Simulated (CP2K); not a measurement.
Two runs for the C K edge of ethylene carbonate. Run A: CP2K XAS_TDP, all-electron GAPW, PBEh(45%), aug-cc-pVDZ, TDA, no relativity. Run B differs in one setting.

First lines with a strength over 0.0015. A:

```tsv
atom	energy (eV)	states	strength, one atom
C2 (bonded to 3 O)	285.16	1	0.0833
	288.95	1	0.0019
	290.96	1	0.0448
	291.04	1	0.0135
	291.27	1	0.0043
C4 (bonded to C, O and 2 H), 2 alike	285.00	1	0.0420
	285.83	1	0.0093
	286.28	1	0.0265
	287.03	1	0.0060
	287.24	1	0.0029
```

B:

```tsv
atom	energy (eV)	states	strength, one atom
C2 (bonded to 3 O)	291.89	1	0.0813
	295.69	1	0.0019
	297.69	1	0.0438
	297.77	1	0.0132
	298.00	1	0.0042
C4 (bonded to C, O and 2 H), 2 alike	291.43	1	0.0411
	292.25	1	0.0091
	292.70	1	0.0259
	293.45	1	0.0059
	293.67	1	0.0028
```

**Question.** Which was it: the functional, the basis, GW2X switched on, scalar relativity switched on?

GW2X switched on. GW2X shifts an atom's lines together and keeps their spacings. Against PBEh(45%) in aug-cc-pVDZ, the leading lines move by +6.73 eV (C2, to 291.89) and +6.43 eV (C4, to 291.43).

[Banner, clock and machine lines of the logs are left out without a mark of their own.]

[Logs are printed without paths, hosts, clocks, repeated set-up lines and the standing remarks that a program may print on its own settings, such as how far it seeks lower states.]

[Hosts, paths, dates, database ids (printed as entryN), source tags and the programs' standing remarks are cut or masked in the printed files.]
